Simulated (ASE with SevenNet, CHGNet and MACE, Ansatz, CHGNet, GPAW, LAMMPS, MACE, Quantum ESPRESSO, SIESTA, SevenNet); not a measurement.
**Glassy 55SiO2-9Al2O3-9FeO-9MgO-14CaO-5Na2O (mol %) (63 atoms) in machine-learned potentials**

How do the settings of machine-learned potentials change the result for glassy 55SiO2-9Al2O3-9FeO-9MgO-14CaO-5Na2O (mol %) (63 atoms)? A plane-wave run serves as the yardstick.

Calculated with ASE with SevenNet, CHGNet and MACE; the method is named at each step.

## Step 1: The starting structure

The cell holds 63 atoms: 12 Si, 4 Al, 2 Fe, 2 Mg, 3 Ca, 2 Na and 38 O. Cell: a = 9.297 Å, b = 9.297 Å, c = 9.297 Å, α = 90.0°, β = 90.0°, γ = 90.0°. 63 atoms (12 Si, 4 Al, 2 Fe, 2 Mg, 3 Ca, 2 Na, 38 O) placed at random at 2.67 g/cm³, melted at 3000 K for 20 ps at fixed volume with the Buckingham and Coulomb pair potential of Guillot and Sator (Geochim. Cosmochim. Acta 71, 1249 (2007)) with the boron terms of Wang et al. (J. Non-Cryst. Solids 498, 294 (2018)). Quenched from 3000 K to 300 K at 1000 K/ps and fixed volume, held 10 ps at zero pressure.

The yardstick, on the same geometry:

| Property | Result |
| --- | --- |
| method | Kohn-Sham DFT, PBE, SSSP efficiency 1.3.0 pseudopotentials, plane waves (Quantum ESPRESSO 7.5); sssp-pbe-1.3.0-efficiency, cutoffs 60/480 Ry, Γ point |
| r.m.s. force component | 1.009 eV/Å |
| longest force | 3.842 eV/Å |
| pressure | 3.363 GPa |
| gap (highest filled to lowest empty level) | 0.4243 eV |
| time | 6.5 min on 4 MPI ranks of Arm Neoverse V1, shared host |
| CPU time | 26 min |

## Step 2: SevenNet l3i5 potential

Method: machine-learned interatomic potential SevenNet l3i5, trained on PBE(+U) plane-wave data.

File run.py:

```python
import numpy as np
from ase.io import read
import mlip  # loads the published weights by name

atoms = read("structure.xyz")
atoms.calc = mlip.calc("7net-l3i5")
energy = atoms.get_potential_energy()
forces = atoms.get_forces()
print(f"energy {energy:.6f} eV")
print("forces (eV/A)")
for i, (a, f) in enumerate(zip(atoms, forces)):
    print(f"{i:4d} {a.symbol:2s} {f[0]:10.5f} {f[1]:10.5f} {f[2]:10.5f}")
stress = -atoms.get_stress(voigt=False) * 160.21766
print("stress (GPa, compression positive)")
for row in stress:
    print(" ".join(f"{x:10.4f}" for x in row))
```

File structure.xyz:

```xyz
63
Lattice="9.29724 0.00000 0.00000 0.00000 9.29724 0.00000 0.00000 0.00000 9.29724" Properties=species:S:1:pos:R:3 pbc="T T T"
Si 9.18995 3.66293 6.67086
Si 1.29157 6.72441 8.54063
Si 5.03278 6.25249 1.89719
Si 3.76966 0.67015 1.01191
Si 1.24193 0.50493 8.81527
Si 4.92661 0.09818 5.52572
Si 0.60683 1.11037 6.05669
Si 7.79341 4.91573 4.58614
Si 0.44329 9.25512 2.66412
Si 2.35862 7.20564 2.05144
Si 2.76983 4.26836 7.97954
Si 7.51542 6.26002 8.71402
Al 5.26912 5.34805 6.48659
Al 2.86913 1.55757 3.91144
Al 7.07371 4.02115 1.77828
Al 6.97702 8.03049 3.65884
Fe 7.18044 0.42368 1.00615
Fe 3.37806 3.98582 2.30637
Mg 5.25991 7.98986 8.51534
Mg 4.65913 3.46090 5.25564
Ca 5.84462 2.56492 8.27343
Ca 2.54131 7.66576 5.60503
Ca 7.86147 7.52230 6.31469
Na 0.71961 3.26129 1.75978
Na 7.19327 2.07923 4.19092
O 3.49167 6.17513 2.48348
O 8.06433 4.07712 3.25059
O 1.52949 6.54117 0.86250
O 6.41826 4.49029 5.31440
O 5.54673 4.72783 2.09495
O 1.26303 7.89494 3.06140
O 1.39087 3.65949 7.33794
O 7.10848 2.41087 1.19600
O 2.18392 1.17452 5.72691
O 7.67245 6.52387 4.21481
O 6.48882 6.01308 7.44402
O 9.03552 2.42100 5.57621
O 0.13007 8.95306 5.47152
O 4.80463 6.49645 0.31490
O 0.28440 1.09243 7.67738
O 4.17586 4.03407 7.15627
O 8.17469 9.01842 2.93858
O 1.51750 8.31871 8.23066
O 7.51924 5.28251 0.63054
O 5.84964 7.56479 2.48813
O 9.11446 6.23073 8.14717
O 2.41710 5.89873 7.74441
O 3.09421 8.55420 1.48951
O 2.63577 1.18800 9.18056
O 3.89452 0.05616 4.28835
O 4.49624 8.67442 6.92142
O 8.01162 3.52635 7.69942
O 5.28055 1.71869 5.92104
O 6.40933 8.84781 5.10762
O 9.05402 4.93832 5.62130
O 3.22131 3.22149 4.11143
[... 3 atom lines left out ...]
O 4.39360 6.22980 5.36246
O 5.12417 0.44469 0.17497
O 3.88188 1.71906 2.18504
O 0.41642 0.21570 0.97909
```

Run with:

```bash
$ OMP_NUM_THREADS=1 python run.py > output.txt
```

What it wrote:

```text
energy -451.534821 eV
forces (eV/A)
   0 Si   -0.42984   -0.01332    0.88344
   1 Si    0.56861    0.91390    2.04033
   2 Si    1.64917    2.33832   -2.52976
   3 Si   -1.30689   -0.71577   -0.38215
   4 Si   -0.71955   -1.20848    1.70667
   5 Si    0.58401    2.36426    2.24268
   6 Si    0.95597   -1.91664   -1.30362
   7 Si    0.00933    2.74046   -0.68642
   8 Si    1.28851    1.06585   -0.93613
   9 Si   -0.28633    2.98959   -1.84352
  10 Si   -1.65189    0.91401    1.99879
  11 Si    0.43402   -0.21304    1.39397
  12 Al    0.04894    1.96925   -0.46648
  13 Al   -0.41728   -2.23949    0.79617
  14 Al    0.66687    0.70826   -0.88048
  15 Al   -0.69863   -1.42665    0.42665
  16 Fe    0.01944   -0.46639   -0.28698
  17 Fe    0.94712   -0.74870   -0.91100
  18 Mg   -0.06792   -0.09979    0.46174
  19 Mg   -0.37589   -1.48840   -0.50098
  20 Ca    1.00550   -0.41337   -0.39684
  21 Ca    0.80729    0.42768    0.19162
  22 Ca    1.12030    1.09292   -0.38465
  23 Na   -0.21143   -0.20015   -0.20353
[...]
55 O    -0.34741    1.66183   -0.62608
  56 O    -0.46507    1.34918   -0.50823
  57 O    -0.46195    0.11806    0.04819
  58 O     0.11466   -0.80774   -0.47100
  59 O    -1.21225    0.09434    0.05598
  60 O     1.51124    0.41404   -0.11682
  61 O    -0.34958    1.06145    0.98682
  62 O    -0.80784    0.36797   -0.76367
stress (GPa, compression positive)
    2.8621    -0.6821     0.0932
   -0.6821     3.9781     1.7870
    0.0932     1.7870     3.1963
```

Run time: 10 s. Hardware: 1 thread of Arm Neoverse V1, shared host; peak memory 1.3 GiB.

Banners, paths, timers and routine set-up lines are dropped from the logs unmarked, and long logs keep their key lines alone; longer cuts are marked.

Against the reference:

| Quantity | Value |
| --- | --- |
| r.m.s. force component | 0.9772 eV/Å |
| r.m.s. difference of force components | 121.7 meV/Å |
| longest difference of force vectors | 764.9 meV/Å |
| force difference over r.m.s. force | 12.06 % |
| slope of forces against the reference's | 0.9621 |
| correlation of force components | 0.993 |
| pressure | 3.345 GPa |
| pressure difference | -0.0178 GPa |

Length of the force difference by element (eV/Å):

```csv
element,atoms,mean,most
Al,4,0.23,0.33
Ca,3,0.100,0.14
Fe,2,0.40,0.54
Mg,2,0.11,0.15
Na,2,0.055,0.059
O,38,0.14,0.76
Si,12,0.15,0.26
```

A closer look about Fe17, one of the 2 Fe atoms: 11 atoms, nearest first, numbered in the order of the input, with positions taken from that point.

```csv
atom,x,y,z,distance (Å),Fx,Fy,Fz (eV/Å)
Fe17,0.00,0.00,0.00,0.00,0.02,-0.47,-0.29
O33,-0.07,1.99,0.19,2.00,-0.08,-0.98,-0.27
O61,-2.06,0.02,-0.83,2.22,1.51,0.41,-0.12
O57,0.12,-1.88,-1.29,2.28,-0.47,1.35,-0.51
O42,0.99,-0.70,1.93,2.28,-0.31,1.46,-1.05
O63,2.53,-0.21,-0.03,2.54,-0.81,0.37,-0.76
O45,-1.33,-2.16,1.48,2.94,-1.00,-0.95,-0.69
Si9,2.56,-0.47,1.66,3.09,1.29,1.07,-0.94
Mg19,-1.92,-1.73,-1.79,3.14,-0.07,-0.10,0.46
Al16,-0.20,-1.69,2.65,3.15,-0.70,-1.43,0.43
Ca21,-1.34,2.14,-2.03,3.24,1.01,-0.41,-0.40
```

Atoms are counted from 1 here, from 0 in the log.

Forces lie 12 % from the reference's, at 0.0065 times its CPU time (on 1 against 4 cores).

## Step 3: CHGNet r2SCAN potential

Method: machine-learned interatomic potential CHGNet r2SCAN, trained on r2SCAN plane-wave data.

run.py: that of step 2 with these lines changed.

```diff
@@ -5,3 +5,3 @@
 atoms = read("structure.xyz")
-atoms.calc = mlip.calc("7net-l3i5")
+atoms.calc = mlip.calc("chgnet-r2scan")
 energy = atoms.get_potential_energy()
```

structure.xyz is that of step 2.

What it wrote:

```text
CHGNet vr2scan initialized with 412,525 parameters
CHGNet will run on cpu
energy -604.025879 eV
forces (eV/A)
   0 Si   -0.28206    0.04024    0.72513
   1 Si    0.45586    0.63864    1.37800
   2 Si    1.14282    1.60153   -2.15999
   3 Si   -1.19958   -0.65757   -0.41246
   4 Si   -0.79655   -0.93999    1.34398
   5 Si    0.51210    1.67399    1.90953
   6 Si    0.66198   -1.61477   -0.98147
   7 Si   -0.06292    2.18648   -0.32810
   8 Si    0.98758    0.96870   -0.81913
   9 Si   -0.34479    2.27938   -1.27783
  10 Si   -1.37910    0.77384    1.68114
  11 Si    0.49832   -0.09513    0.69254
  12 Al   -0.20640    1.53633   -0.91371
  13 Al   -0.28230   -1.72545    0.54133
  14 Al    0.55182    0.59716   -0.77691
  15 Al   -0.48277   -0.97769    0.59341
  16 Fe   -0.12864   -0.16036   -0.18013
  17 Fe    0.83914   -0.47536   -0.54522
  18 Mg    0.03328   -0.08303    0.36249
  19 Mg   -0.02464   -0.80905   -0.20618
  20 Ca    0.70471   -0.27969   -0.35244
  21 Ca    0.73766    0.29611    0.11922
  22 Ca    0.67224    0.59738   -0.35946
  23 Na   -0.13785   -0.17767   -0.12007
[...]
55 O    -0.22911    1.19453   -0.92543
  56 O    -0.40660    0.89541   -0.21127
  57 O    -0.35125   -0.11551   -0.00022
  58 O     0.14662   -0.55464   -0.59529
  59 O    -0.81340   -0.20201    0.52723
  60 O     1.29685    0.32258    0.18437
  61 O    -0.34660    0.86367    0.79562
  62 O    -0.42279    0.21223   -0.59068
stress (GPa, compression positive)
   -1.3274    -0.7362    -0.3062
   -0.7362    -1.0160     1.3559
   -0.3062     1.3559    -1.6599
```

The job ended after 4 s (1 thread; peak memory 1.1 GiB).

Against the reference:

```yaml
r_m_s_force_component: 0.7499 eV/Å
r_m_s_difference_of_force_components: 337.1 meV/Å
longest_difference_of_force_vectors: 1046 meV/Å
force_difference_over_r_m_s_force: 33.43 %
slope_of_forces_against_the_reference_s: 0.7206
correlation_of_force_components: 0.9691
pressure: -1.334 GPa
pressure_difference: -4.698 GPa
```

Against the first run (12 %), the force difference from the reference is 33 %, at 0.38 times the CPU time; this potential was trained at another functional than the reference's, which explains only part of so large a difference.

## Step 4: MACE MP-0b2 small potential

Method: machine-learned interatomic potential MACE MP-0b2 small, trained on PBE(+U) plane-wave data.

run.py: that of step 3 with these lines changed.

```diff
@@ -5,3 +5,3 @@
 atoms = read("structure.xyz")
-atoms.calc = mlip.calc("chgnet-r2scan")
+atoms.calc = mlip.calc("mace-mp-0b2-small")
 energy = atoms.get_potential_energy()
```

structure.xyz is that of step 3.

What it wrote:

```text
energy -451.856359 eV
forces (eV/A)
   0 Si   -0.38622   -0.17037    0.73731
   1 Si    0.62819    0.91430    2.08784
   2 Si    1.26256    2.15233   -2.21907
   3 Si   -1.16708   -0.64757   -0.40807
   4 Si   -0.85634   -1.17151    1.59589
   5 Si    0.51754    2.27317    2.17184
   6 Si    0.77954   -1.72982   -1.17326
   7 Si    0.11920    2.71406   -0.55234
   8 Si    1.04599    1.11921   -1.07019
   9 Si    0.05937    2.55712   -1.70048
  10 Si   -1.64209    0.88715    1.80217
  11 Si    0.36408   -0.31358    1.23582
  12 Al   -0.13394    2.01109   -0.50737
  13 Al   -0.37105   -2.20359    0.79483
  14 Al    0.59189    0.60103   -0.95827
  15 Al   -0.62908   -1.31080    0.19566
  16 Fe    0.12135   -0.58243   -0.32911
  17 Fe    0.94790   -0.52239   -0.84821
  18 Mg   -0.10732    0.00416    0.45951
  19 Mg   -0.52456   -1.42856   -0.48091
  20 Ca    0.88520   -0.44285   -0.46689
  21 Ca    0.95900    0.28015    0.12448
  22 Ca    1.10450    1.03950   -0.28365
  23 Na   -0.23836   -0.12844   -0.26389
[...]
55 O    -0.18969    1.49350   -0.56462
  56 O    -0.44056    1.26768   -0.41304
  57 O    -0.48692    0.16932    0.00478
  58 O     0.13089   -0.85649   -0.43168
  59 O    -1.33032    0.20716    0.04986
  60 O     1.42509    0.47900   -0.11031
  61 O    -0.28643    1.07551    0.98520
  62 O    -0.60268    0.40384   -0.61127
stress (GPa, compression positive)
    2.8111    -0.7731     0.2016
   -0.7731     3.8131     1.6186
    0.2016     1.6186     3.1699
```

Wall time 6.6 s (1 thread); peak memory 0.67 GiB.

Numbers from this run, and their distance from the reference:

- r.m.s. force component: 0.9323 eV/Å
- r.m.s. difference of force components: 154.8 meV/Å
- longest difference of force vectors: 871.6 meV/Å
- force difference over r.m.s. force: 15.35 %
- slope of forces against the reference's: 0.9155
- correlation of force components: 0.9904
- pressure: 3.265 GPa
- pressure difference: -0.0986 GPa

Against the first run (12 %), the force difference from the reference is 15 %, at 0.65 times the CPU time.

## Step 5: All runs compared

Differences are against the plane-wave reference, forces as r.m.s. over components; share is that over the reference's r.m.s. force, slope the least-squares factor from reference forces to these. Total energies of different programs have different zeros and aren't compared.

```csv
run,"Δ force, r.m.s. (meV/Å)",share (%),slope,Δ pressure (GPa),cores,CPU time,memory (GiB)
reference,-,-,-,-,4,26 min,2.6
SevenNet l3i5 potential,122,12.1,0.962,-0.0178,1,10 s,1.3
CHGNet r2SCAN potential,337,33.4,0.721,-4.70,1,3.9 s,1.1
MACE MP-0b2 small potential,155,15.3,0.915,-0.0986,1,6.6 s,0.67
```

Times of the machine-learned potentials are mostly Python's start and the loading of weights.

CPU time is summed over cores on a shared host, where runs went side by side, so it is rough. Symmetry, cutoffs, thresholds, outputs and thread counts weren't matched or tuned between programs; memory under MPI is the largest rank's times the ranks.

## Step 6: Results

```json
{
 "nearest in forces": "SevenNet l3i5 potential, 12 %",
 "its CPU time": "10 s"
}
```

Machine-learned potentials differ by 12 % (SevenNet l3i5 potential) to 33 % (CHGNet r2SCAN potential); they were trained on other programs' data, some at another functional, the PBE(+U) sets with a Hubbard term on some transition metals in oxides and fluorides. The reference's pressure holds the uncorrected Pulay stress of its 60 Ry basis, so small pressure differences, and their order, may be the reference's own error. Machine-learned potentials mimic data converged in k, so the reference's own k-point error enters their differences. The quench rate of 1000 K/ps is many orders above laboratory rates, so the cell is likely richer in defects and strain than a real sample. The network of bonds at the start is that of the classical potential that made the cell, and needn't be the one that DFT or experiment would give. The electronic-structure runs sample only Γ, in a cell whose shortest periodic width is 9 Å.

[Also dropped from logs without a mark: logging warnings of Python, and SIESTA's first energy breakdown and zero terms.]

[Logs are printed without paths, hosts, clocks, repeated set-up lines and the standing remarks that a program may print on its own settings, such as how far it seeks lower states.]

[Hosts, paths, dates, database ids (printed as entryN), source tags and the programs' standing remarks are cut or masked in the printed files.]
